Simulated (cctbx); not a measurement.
# Which space group?

Cell: a = 5.4730 Å, b = 5.4730 Å, c = 3.7770 Å, α = 90.00°, β = 90.00°, γ = 120.00°. Expected content of the cell: Ho1 Ca2.

The data are simulated with cctbx, not measured: Mo Kα, λ = 0.71073 Å, to d = 0.84 Å, 70 % of the full sphere, strongest reflection 70000 counts, noise from counting, a 1.5 % proportional error and a noise floor of 2 counts (s.d.); no absorption.

A first pass over the reflections prints:

```text
491 reflections to d = 0.847 A
centring   violations  <I/sigma> of those
    A        260 of   260     53.8
    B        251 of   251     54.0
    C        237 of   237     53.7
    I        248 of   248     54.0
    R        331 of   331     53.8
    F        374 of   374     53.8
Laue class    unique    Rint  (classes that these axes allow; Friedel mates merged)
P -1              313   0.010
P 1 1 2/m         196   0.011
P -3              115   0.011
P -3 1 m           71   0.012
P -3 m 1           79   0.012
P 6/m              69   0.012
P 6/m m m          52   0.012
space group    extra absences  I>4sigma  <I/sigma>
P 6 2 2                 0          0         -  acentric
P 6 m m                 0          0         -  acentric
P -6 m 2                0          0         -  acentric
P -6 2 m                0          0         -  acentric
P 6/m m m               0          0         -  centric
Wilson B = 1.05 A^2   <|E^2-1|> = 0.567 (0.968 centric, 0.736 acentric)   E^2>4: 0.0 %
shell (A)         n   <I/sigma>
 4.74 - 1.34     16    135.3
 1.34 - 1.07     13    166.0
 1.07 - 0.93      9    158.6
 0.93 - 0.85     14    155.6
```

Q: Read the symmetry from these tables.

Every centring test has many violations, so the lattice is primitive.

Rint stays low (0.010 to 0.012) up to P 6/m m m, the highest class in these axes.

5 settings pass the absence test. No glide or screw absences show, which leaves P 6 2 2, P 6 m m, P -6 m 2, P -6 2 m and P 6/m m m.

⟨|E²−1|⟩ = 0.567 leans to a non-centrosymmetric structure, or to twinning, which lowers it. Here that hint misleads: the statistic assumes many like atoms on general positions, and few, heavy or special-position atoms break it. The Wilson B of 1.05 Å² means U ≈ 0.0133 Å².

The true group is P6/mmm (no. 191), Laue class 6/mmm, centrosymmetric. The tables only narrow the choice to the tied entries; cell content, site symmetry and trial solutions must settle it.

This is a model crystal, built by substitution and not relaxed, with assumed displacement parameters.

[Logs are printed without paths, hosts, clocks, repeated set-up lines and the standing remarks that a program may print on its own settings, such as how far it seeks lower states.]
